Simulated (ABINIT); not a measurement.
# VCu3S4 (Sulvanite): G0W0 with ABINIT, start to end, part 2 of 3

Aim: the G0W0 gap of VCu3S4 (Sulvanite) on LDA, step by step.

ABINIT 10.8.3; LDA and many-body steps on it, plane waves. Known limits of the many-body steps: not at the basis limit; no spin polarisation; d shell near the gap, gap tends to lie low; d states lean on the start; coarse k mesh.

So far. Step 2 (Ground state): The gap is indirect, with the least direct gap 0.37 eV higher.

In doubt: a PseudoDojo file used here is known to give poor structures and forces, which bears on pressures, cells, forces and phonons.

### Step 3. Bands along the symmetry lines

Level of this step: DFT, LDA, plane waves, norm-conserving pseudopotentials (ABINIT).

The cheap functional maps the bands first; the places of the edges decide which points the dearer methods must see.

File run.abi:

```
acell 3*1.0 Angstrom
rprim 
  5.391200000000 0.000000000000 0.000000000000
  0.000000000000 5.391200000000 0.000000000000
  0.000000000000 0.000000000000 5.391200000000
ntypat 3
znucl 23 29 16
natom 8
typat 1 2 2 2 3 3 3 3
xred 
  0.000000000000 0.000000000000 0.000000000000
  0.500000000000 0.000000000000 0.000000000000
  0.000000000000 0.500000000000 0.000000000000
  0.000000000000 0.000000000000 0.500000000000
  0.237200000000 0.237200000000 0.237200000000
  0.237200000000 0.762800000000 0.762800000000
  0.762800000000 0.762800000000 0.237200000000
  0.762800000000 0.237200000000 0.762800000000
pp_dirpath "pseudos"
pseudos "V.upf, Cu.upf, S.upf"
ecut 38
iscf -2
irdden 1
kptopt 0
nkpt 26
kpt 
  0.00000000 0.00000000 0.00000000
  0.00000000 0.12500000 0.00000000
  0.00000000 0.25000000 0.00000000
  0.00000000 0.37500000 0.00000000
  0.00000000 0.50000000 0.00000000
  0.12500000 0.50000000 0.00000000
  0.25000000 0.50000000 0.00000000
  0.37500000 0.50000000 0.00000000
  0.50000000 0.50000000 0.00000000
  0.37500000 0.37500000 0.00000000
  0.25000000 0.25000000 0.00000000
  0.12500000 0.12500000 0.00000000
  0.00000000 0.00000000 0.00000000
  0.12500000 0.12500000 0.12500000
  0.25000000 0.25000000 0.25000000
  0.37500000 0.37500000 0.37500000
  0.50000000 0.50000000 0.50000000
  0.37500000 0.50000000 0.37500000
  0.25000000 0.50000000 0.25000000
  0.12500000 0.50000000 0.12500000
  0.00000000 0.50000000 0.00000000
  0.50000000 0.50000000 0.50000000
  0.50000000 0.50000000 0.37500000
  0.50000000 0.50000000 0.25000000
  0.50000000 0.50000000 0.12500000
  0.50000000 0.50000000 0.00000000
istwfk *1
nband 54
nbdbuf 2
tolwfr 1e-08
nstep 40
prtwf 0
prtvol 0
indata_prefix "in"
outdata_prefix "out"
tmpdata_prefix "tmp"
```

On the command line:

```sh
OMP_NUM_THREADS=1 mpirun -n 8 abinit run.abi > log
```

Numbers of over 12 decimals in the logs are rounded to 6 here.

The log of the run:

```text
.Version 10.8.3 of ABINIT. v10.8.2 released Aug 2026.

 Symmetries : space group P-4 3 m (#215); Bravais cP (primitive cubic)
[... echo of the input left out ...]
== DATASET  1 ==================================================================
-   mpi_nproc: 8, omp_nthreads: 1 (-1 if OMP is not activated)

--- !DatasetInfo
iteration_state: {dtset: 1, }
dimensions: {natom: 8, nkpt: 26, mband: 54, nsppol: 1, nspinor: 1, nspden: 1, mpw: 11872, }
cutoff_energies: {ecut:  38.0, pawecutdg:  -1.0, }
electrons: {nelect:   9.40000000E+01, charge:   0.00000000E+00, occopt:   1.00000000E+00, tsmear:   1.00000000E-02, }

 Real(R)+Recip(G) space primitive vectors, cartesian coordinates (Bohr,Bohr^-1):
 R(1)= 10.1878915  0.0000000  0.0000000  G(1)=  0.0981557  0.0000000  0.0000000
 R(2)=  0.0000000 10.1878915  0.0000000  G(2)=  0.0000000  0.0981557  0.0000000
 R(3)=  0.0000000  0.0000000 10.1878915  G(3)=  0.0000000  0.0000000  0.0981557
 Unit cell volume ucvol=  1.0574332E+03 bohr^3
 Angles (23,13,12)=  9.00000000E+01  9.00000000E+01  9.00000000E+01 degrees

 getcut: wavevector=  0.0000  0.0000  0.0000  ngfft=  60  60  60
         ecut(hartree)=     38.000   => boxcut(ratio)=   2.12232

--- Pseudopotential description ------------------------------------------------
- V Generated using ONCVPSP code by D. R. Hamann
- 23.00000  13.00000  180309                  znucl, zion, pspdat
12 -1012 2 -1 1518                            pspcod,pspxc,lmax,lloc,mmax
     nproj     2     2     2
  pspatm : epsatm=   13.97969020
         --- l  ekb(1:nproj) -->
             0   11.788805    1.386654
             1    1.837479   -0.152076
             2   -5.013500   -1.627294
 pspatm: atomic psp has been read  and splines computed

- Cu Generated using ONCVPSP code by D. R. Hamann
- 29.00000  19.00000  180309                  znucl, zion, pspdat
12 -1012 2 -1 1456                            pspcod,pspxc,lmax,lloc,mmax
     nproj     2     2     2
  pspatm : epsatm=   21.75811831
         --- l  ekb(1:nproj) -->
[...]
pspatm: atomic psp has been read  and splines computed

- S Generated using ONCVPSP code by D. R. Hamann
- 16.00000   6.00000  180309                  znucl, zion, pspdat
12 -1012 2 -1 1132                            pspcod,pspxc,lmax,lloc,mmax
     nproj     2     2     2
  pspatm : epsatm=    8.64647033
         --- l  ekb(1:nproj) -->
[...]
pspatm: atomic psp has been read  and splines computed

--------------------------------------------------------------------------------

================================================================================
 prteigrs : about to open file out_EIG
 Non-SCF case, kpt    1 (  0.00000  0.00000  0.00000), residuals and eigenvalues=
  4.36E-09  7.00E-09  4.01E-09  1.24E-09  2.87E-09  4.47E-09  2.74E-09  4.78E-09
  7.72E-09  2.41E-09  4.09E-09  9.37E-09  4.57E-09  3.85E-09  4.65E-09  8.87E-09
[...]
--- !ResultsGS
iteration_state: {dtset: 1, }
comment   : Summary of ground state results
lattice_vectors:
- [ 10.1878915,   0.0000000,   0.0000000, ]
- [  0.0000000,  10.1878915,   0.0000000, ]
- [  0.0000000,   0.0000000,  10.1878915, ]
lattice_lengths: [  10.18789,   10.18789,   10.18789, ]
lattice_angles: [ 90.000,  90.000,  90.000, ] # degrees, (23, 13, 12)
lattice_volume:   1.0574332E+03
convergence: {deltae:  0.000E+00, res2:  0.000E+00, residm:  9.976E-09, diffor:  0.000E+00, }
etotal    :  -6.86548893E+02
entropy   :   0.00000000E+00
fermie    :   1.54291204E-01
cartesian_stress_tensor: null
pressure_GPa: null
xred      :
- [  0.0000E+00,   0.0000E+00,   0.0000E+00,  V]
- [  5.0000E-01,   0.0000E+00,   0.0000E+00, Cu]
- [  0.0000E+00,   5.0000E-01,   0.0000E+00, Cu]
- [  0.0000E+00,   0.0000E+00,   5.0000E-01, Cu]
- [  2.3720E-01,   2.3720E-01,   2.3720E-01,  S]
- [  2.3720E-01,   7.6280E-01,   7.6280E-01,  S]
- [  7.6280E-01,   7.6280E-01,   2.3720E-01,  S]
- [  7.6280E-01,   2.3720E-01,   7.6280E-01,  S]
cartesian_forces: null
force_length_stats: {min: null, max: null, mean: null, }

 Integrated electronic density in atomic spheres:
 ------------------------------------------------
 Atom  Sphere_radius  Integrated_density
[...]
================================================================================

 ----iterations are completed or convergence reached----

 Mean square residual over all n,k,spin=   57.117E-10; max=  99.757E-10
 reduced coordinates (array xred) for    8 atoms
[...]
0.762800000000      0.762800000000      0.237200000000
       0.762800000000      0.237200000000      0.762800000000

 cartesian coordinates (angstrom) at end:
    1      0.000000     0.000000     0.000000
    2      2.695600     0.000000     0.000000
    3      0.000000     2.695600     0.000000
[...]
7      4.112407     4.112407     1.278793
    8      4.112407     1.278793     4.112407
 length scales=  1.889726125908  1.889726125908  1.889726125908 bohr
              =  1.000000000000  1.000000000000  1.000000000000 angstroms
 prteigrs : about to open file out_EIG
 Eigenvalues (hartree) for nkpt=  26  k points:
 kpt#   1, nband= 54, wtk=  1.00000, kpt=  0.0000  0.0000  0.0000 (reduced coord)
[...]
kpt#   2, nband= 54, wtk=  1.00000, kpt=  0.0000  0.1250  0.0000 (reduced coord)
[...]
kpt#   3, nband= 54, wtk=  1.00000, kpt=  0.0000  0.2500  0.0000 (reduced coord)
[...]
kpt#  25, nband= 54, wtk=  1.00000, kpt=  0.5000  0.5000  0.1250 (reduced coord)
[...]
0.21115    0.21218    0.22814    0.22814    0.33322    0.33367
 kpt#  26, nband= 54, wtk=  1.00000, kpt=  0.5000  0.5000  0.0000 (reduced coord)
[...]
0.05212    0.06197    0.06326    0.06326    0.06814    0.07146    0.07146    0.08756
   0.08851    0.08851    0.09065    0.09246    0.11984    0.11984    0.14808    0.19907
   0.20603    0.21244    0.22700    0.22700    0.33899    0.33901

== END DATASET(S) ==============================================================
================================================================================

 -outvars: echo values of variables after computation  --------
            nband          54
             nkpt          26
          spgroup         215
 [... the other variables as echoed above ...]

 Calculation completed.
```

Elapsed: 1.7 min, on 8 MPI ranks of Arm Neoverse V1, shared host; peak memory 0.93 GiB; 14 min of CPU time.

Numbers from this step:

| Quantity | Value |
| --- | --- |
| gap | 0.9837 eV |
| k of the valence top | 0.5, 0.5, 0.5 |
| k of the conduction bottom | 0, 0.5, 0 |
| least direct gap | 1.341 eV |

The gap is 0.984 eV, as in the run before at this level.

The electronic bands at the labelled points (eV, zero at the top of the highest filled band):

| point | band 44 | band 45 | band 46 | band 47 | band 48 | band 49 | band 50 | band 51 |
| --- | --- | --- | --- | --- | --- | --- | --- | --- |
| Γ | -1.49 | -0.64 | -0.64 | -0.64 | 1.11 | 1.11 | 1.80 | 1.80 |
| halfway | -1.49 | -0.96 | -0.61 | -0.61 | 1.07 | 1.19 | 1.54 | 1.81 |
| X | -1.36 | -1.34 | -0.58 | -0.58 | 0.98 | 1.26 | 1.54 | 1.79 |
| halfway | -1.47 | -1.01 | -0.77 | -0.52 | 1.15 | 1.34 | 1.55 | 1.79 |
| M | -1.68 | -0.94 | -0.94 | -0.17 | 1.22 | 1.41 | 1.58 | 1.98 |
| halfway | -1.25 | -1.12 | -0.76 | -0.53 | 1.16 | 1.24 | 1.54 | 1.72 |
| Γ | -1.49 | -0.64 | -0.64 | -0.64 | 1.11 | 1.11 | 1.80 | 1.80 |
| halfway | -1.56 | -0.80 | -0.57 | -0.57 | 1.30 | 1.30 | 1.52 | 1.94 |
| R | -1.90 | 0.00 | 0.00 | 0.00 | 1.53 | 1.53 | 2.13 | 2.13 |
| halfway | -1.52 | -0.66 | -0.52 | -0.48 | 1.32 | 1.34 | 1.69 | 1.94 |
| X | -1.36 | -1.34 | -0.58 | -0.58 | 0.98 | 1.26 | 1.54 | 1.79 |
| jump to R | -1.90 | 0.00 | 0.00 | 0.00 | 1.53 | 1.53 | 2.13 | 2.13 |
| halfway | -1.69 | -0.48 | -0.48 | -0.08 | 1.26 | 1.56 | 1.81 | 2.08 |
| M | -1.68 | -0.94 | -0.94 | -0.17 | 1.22 | 1.41 | 1.58 | 1.98 |

### Step 4. Empty states on the mesh, 2×2×2 mesh, 210 bands

The sums over transitions need many empty states on a uniform mesh; this step solves for them.

File run.abi:

```
acell 3*1.0 Angstrom
rprim 
  5.391200000000 0.000000000000 0.000000000000
  0.000000000000 5.391200000000 0.000000000000
  0.000000000000 0.000000000000 5.391200000000
ntypat 3
znucl 23 29 16
natom 8
typat 1 2 2 2 3 3 3 3
xred 
  0.000000000000 0.000000000000 0.000000000000
  0.500000000000 0.000000000000 0.000000000000
  0.000000000000 0.500000000000 0.000000000000
  0.000000000000 0.000000000000 0.500000000000
  0.237200000000 0.237200000000 0.237200000000
  0.237200000000 0.762800000000 0.762800000000
  0.762800000000 0.762800000000 0.237200000000
  0.762800000000 0.237200000000 0.762800000000
pp_dirpath "pseudos"
pseudos "V.upf, Cu.upf, S.upf"
ecut 38
ngkpt 2 2 2
nshiftk 1
shiftk 0 0 0
kptopt 1
chksymbreak 0
iscf -2
irdden 1
istwfk *1
nband 210
nbdbuf 18
tolwfr 1e-09
nstep 60
prtvol 0
indata_prefix "in"
outdata_prefix "out"
tmpdata_prefix "tmp"
```

The log of the run:

```text
.Version 10.8.3 of ABINIT. v10.8.2 released Aug 2026.

 Symmetries : space group P-4 3 m (#215); Bravais cP (primitive cubic)
[... echo of the input left out ...]
== DATASET  1 ==================================================================
-   mpi_nproc: 8, omp_nthreads: 1 (-1 if OMP is not activated)
-    --> not optimal distribution: autoparal keyword recommended in input file <--

--- !DatasetInfo
iteration_state: {dtset: 1, }
dimensions: {natom: 8, nkpt: 4, mband: 210, nsppol: 1, nspinor: 1, nspden: 1, mpw: 11872, }
cutoff_energies: {ecut:  38.0, pawecutdg:  -1.0, }
electrons: {nelect:   9.40000000E+01, charge:   0.00000000E+00, occopt:   1.00000000E+00, tsmear:   1.00000000E-02, }

 Real(R)+Recip(G) space primitive vectors, cartesian coordinates (Bohr,Bohr^-1):
 R(1)= 10.1878915  0.0000000  0.0000000  G(1)=  0.0981557  0.0000000  0.0000000
 R(2)=  0.0000000 10.1878915  0.0000000  G(2)=  0.0000000  0.0981557  0.0000000
 R(3)=  0.0000000  0.0000000 10.1878915  G(3)=  0.0000000  0.0000000  0.0981557
 Unit cell volume ucvol=  1.0574332E+03 bohr^3
 Angles (23,13,12)=  9.00000000E+01  9.00000000E+01  9.00000000E+01 degrees

 getcut: wavevector=  0.0000  0.0000  0.0000  ngfft=  60  60  60
         ecut(hartree)=     38.000   => boxcut(ratio)=   2.12232

--- Pseudopotential description ------------------------------------------------
- V Generated using ONCVPSP code by D. R. Hamann
- 23.00000  13.00000  180309                  znucl, zion, pspdat
12 -1012 2 -1 1518                            pspcod,pspxc,lmax,lloc,mmax
     nproj     2     2     2
  pspatm : epsatm=   13.97969020
         --- l  ekb(1:nproj) -->
             0   11.788805    1.386654
             1    1.837479   -0.152076
             2   -5.013500   -1.627294
 pspatm: atomic psp has been read  and splines computed

- Cu Generated using ONCVPSP code by D. R. Hamann
- 29.00000  19.00000  180309                  znucl, zion, pspdat
12 -1012 2 -1 1456                            pspcod,pspxc,lmax,lloc,mmax
     nproj     2     2     2
  pspatm : epsatm=   21.75811831
         --- l  ekb(1:nproj) -->
[...]
pspatm: atomic psp has been read  and splines computed

- S Generated using ONCVPSP code by D. R. Hamann
- 16.00000   6.00000  180309                  znucl, zion, pspdat
12 -1012 2 -1 1132                            pspcod,pspxc,lmax,lloc,mmax
     nproj     2     2     2
  pspatm : epsatm=    8.64647033
         --- l  ekb(1:nproj) -->
[...]
pspatm: atomic psp has been read  and splines computed

--------------------------------------------------------------------------------

================================================================================
 prteigrs : about to open file out_EIG
 Non-SCF case, kpt    1 (  0.00000  0.00000  0.00000), residuals and eigenvalues=
  3.02E-10  6.03E-10  4.71E-10  3.28E-10  2.99E-10  2.43E-10  3.75E-10  2.52E-10
[...]
2.96E-10  1.55E-10  2.64E-10  7.31E-10  2.44E-10  3.91E-10  5.78E-10  2.24E-10
[...]
5.83E-06  1.17E-03
 -3.9463E+00 -3.9463E+00 -3.9463E+00 -2.3990E+00 -2.3990E+00 -2.3990E+00
 -2.3956E+00 -2.3956E+00 -2.3956E+00 -2.3956E+00 -2.3956E+00 -2.3956E+00
 -2.1968E+00 -1.2497E+00 -1.2497E+00 -1.2497E+00 -3.5386E-01 -3.0814E-01
[...]
1.9098E+00  1.9098E+00  1.9456E+00  1.9456E+00  1.9456E+00  1.9492E+00
  1.9492E+00  1.9492E+00  1.9739E+00  2.0112E+00  2.0112E+00  2.0133E+00
 prteigrs : prtvol=0 or 1, do not print more k-points.

--- !ResultsGS
iteration_state: {dtset: 1, }
comment   : Summary of ground state results
lattice_vectors:
- [ 10.1878915,   0.0000000,   0.0000000, ]
- [  0.0000000,  10.1878915,   0.0000000, ]
- [  0.0000000,   0.0000000,  10.1878915, ]
lattice_lengths: [  10.18789,   10.18789,   10.18789, ]
lattice_angles: [ 90.000,  90.000,  90.000, ] # degrees, (23, 13, 12)
lattice_volume:   1.0574332E+03
convergence: {deltae:  0.000E+00, res2:  0.000E+00, residm:  9.950E-10, diffor:  0.000E+00, }
etotal    :  -6.86548893E+02
entropy   :   0.00000000E+00
fermie    :   1.54291204E-01
cartesian_stress_tensor: null
pressure_GPa: null
xred      :
- [  0.0000E+00,   0.0000E+00,   0.0000E+00,  V]
- [  5.0000E-01,   0.0000E+00,   0.0000E+00, Cu]
- [  0.0000E+00,   5.0000E-01,   0.0000E+00, Cu]
- [  0.0000E+00,   0.0000E+00,   5.0000E-01, Cu]
- [  2.3720E-01,   2.3720E-01,   2.3720E-01,  S]
- [  2.3720E-01,   7.6280E-01,   7.6280E-01,  S]
- [  7.6280E-01,   7.6280E-01,   2.3720E-01,  S]
- [  7.6280E-01,   2.3720E-01,   7.6280E-01,  S]
cartesian_forces: null
force_length_stats: {min: null, max: null, mean: null, }

 Integrated electronic density in atomic spheres:
 ------------------------------------------------
 Atom  Sphere_radius  Integrated_density
[...]
================================================================================

 ----iterations are completed or convergence reached----

 Mean square residual over all n,k,spin=   46.108E-11; max=  99.498E-11
 reduced coordinates (array xred) for    8 atoms
[...]
0.762800000000      0.762800000000      0.237200000000
       0.762800000000      0.237200000000      0.762800000000

 cartesian coordinates (angstrom) at end:
    1      0.000000     0.000000     0.000000
    2      2.695600     0.000000     0.000000
    3      0.000000     2.695600     0.000000
[...]
7      4.112407     4.112407     1.278793
    8      4.112407     1.278793     4.112407
 length scales=  1.889726125908  1.889726125908  1.889726125908 bohr
              =  1.000000000000  1.000000000000  1.000000000000 angstroms
 prteigrs : about to open file out_EIG
 Eigenvalues (hartree) for nkpt=   4  k points:
 kpt#   1, nband=210, wtk=  0.12500, kpt=  0.0000  0.0000  0.0000 (reduced coord)
[...]
1.89234    1.89234    1.89234    1.89745    1.89745    1.90984    1.90984    1.90984
   1.94561    1.94561    1.94561    1.94921    1.94921    1.94921    1.97393    2.01115
   2.01116    2.01329
 prteigrs : prtvol=0 or 1, do not print more k-points.

== END DATASET(S) ==============================================================
================================================================================

 -outvars: echo values of variables after computation  --------
            nband         210
             nkpt           4
          spgroup         215
 [... the other variables as echoed above ...]

 Calculation completed.
```

The job ended after 2.2 min (8 MPI ranks; peak memory 0.79 GiB; 17 min of CPU time).

This step gave:

```yaml
gap: 0.9837 eV
k_of_the_valence_top: 0.5, 0.5, 0.5
k_of_the_conduction_bottom: 0.5, 0, 0
least_direct_gap: 1.388 eV
k_points_computed: 4
lowest_point_of_the_top_converged_band_above_the_valence_top: 46.91 eV
```

On this mesh the gap is 0.984 eV.

### Step 5. Screening, 2×2×2 mesh, 192 bands, screening to 130.6 eV

The RPA dielectric matrix is built and inverted for each q.

This step: RPA screening on LDA, plane waves, norm-conserving pseudopotentials.

run.abi: that of step 4 with these lines changed.

```diff
@@ -26,10 +26,11 @@
 chksymbreak 0
-iscf -2
-irdden 1
 istwfk *1
-nband 210
-nbdbuf 18
-tolwfr 1e-09
-nstep 60
-prtvol 0
+occopt 1
+irdwfk 1
+optdriver 3
+nband 192
+ecuteps 4.8
+inclvkb 2
+awtr 1
+symchi 1
 indata_prefix "in"
```

The log of the run:

```text
.Version 10.8.3 of ABINIT. v10.8.2 released Aug 2026.

 Symmetries : space group P-4 3 m (#215); Bravais cP (primitive cubic)
[... echo of the input left out ...]
== DATASET  1 ==================================================================
-   mpi_nproc: 8, omp_nthreads: 1 (-1 if OMP is not activated)

--- !DatasetInfo
iteration_state: {dtset: 1, }
dimensions: {natom: 8, nkpt: 4, mband: 192, nsppol: 1, nspinor: 1, nspden: 1, mpw: 11872, }
cutoff_energies: {ecut:  38.0, pawecutdg:  -1.0, }
electrons: {nelect:   9.40000000E+01, charge:   0.00000000E+00, occopt:   1.00000000E+00, tsmear:   1.00000000E-02, }

 SCREENING: Calculation of the susceptibility and dielectric matrices

 Based on a program developped by R.W. Godby, V. Olevano, G. Onida, and L. Reining.
 Incorporated in ABINIT by V. Olevano, G.-M. Rignanese, and M. Torrent.
.Using double precision arithmetic ; gwpc =  8

[... cell and pseudopotentials left out ...]
--------------------------------------------------------------------------------

 ==== K-mesh for the wavefunctions ====
 Number of points in the irreducible wedge :     4
[... list of points left out ...]
 Together with 24 symmetry operations and time-reversal symmetry
 yields     8 points in the full Brillouin Zone.

 ==== Q-mesh for the screening function ====
 Number of points in the irreducible wedge :     4
[... list of points left out ...]
 Together with 24 symmetry operations and time-reversal symmetry
 yields     8 points in the full Brillouin Zone.

 setmesh: FFT mesh size selected  =    40x   40x   40
          total number of points  =        64000

 vcoul_init : cutoff-mode = AUXILIARY_FUNCTION
 q-points for optical limit:   1
     1)      0.000010    0.000020    0.000030

- screening: taking advantage of time-reversal symmetry
- Maximum band index for partially occupied states nbvw = 47
- Remaining bands to be divided among processors   nbcw = 145
- Number of bands treated by each node ~18

 Number of electrons calculated from density =   94.0000; Expected =   94.0000
 average of density, n =  0.088895
 r_s =    1.3900
 omega_plasma =   28.7603 [eV]

 calculating chi0 at frequencies [eV] :
  1    0.000000E+00    0.000000E+00
  2    0.000000E+00    2.876028E+01

--------------------------------------------------------------------------------
  q-point number  1        q = ( 0.000000, 0.000000, 0.000000) [r.l.u.]
--------------------------------------------------------------------------------
[... chi0 elements left out ...]
 For q-point:  0.000010 0.000020 0.000030
  dielectric constant =   7.7950
  dielectric constant without local fields =  10.0043

  Average fulfillment of the sum rule on Im[epsilon] for q-point    1 :     38.99  [%]
[... wings left out ...]
  q-point number  2        q = ( 0.500000, 0.000000, 0.000000) [r.l.u.]
--------------------------------------------------------------------------------
[... chi0 elements left out ...]
  Average fulfillment of the sum rule on Im[epsilon] for q-point    2 :     42.46  [%]

 [... 2 further q-points ...]
```

The job ended after 78 s (8 MPI ranks; peak memory 3.9 GiB; 10 min of CPU time).

Numbers from this step:

- ε∞ with local fields, on this mesh, along the program's q direction: 7.795
- the same without local fields: 10.00
- plasma frequency: 28.76 eV
- plane waves in the screening matrix: 515

Local fields lower ε∞ by 22 %. On a Γ-centred mesh this coarse the value itself is usually too large, while a short band sum pulls it down.

(Continued in part 3 of 3.)

[Paths, hosts, dates, memory and timing lines, banners, echoed tables and standing remarks are left out of the program output.]

[Logs are printed without paths, hosts, clocks, repeated set-up lines and the standing remarks that a program may print on its own settings, such as how far it seeks lower states.]

[Runs of the session that timed out or met a known fault of the program may be left out.]

[Hosts, paths, dates, database ids (printed as entryN), source tags and the programs' standing remarks are cut or masked in the printed files.]

[G0W0 gaps are taken among the corrected bands and points alone; a level outside them can change the order at an edge.]

[Where Ansatz stands beside ABINIT at settings called matched, ABINIT's density can come from a denser mesh and the files from another edition; pairs whose starting gaps differed by over 0.03 eV were left out, so agreement reads better than it is.]
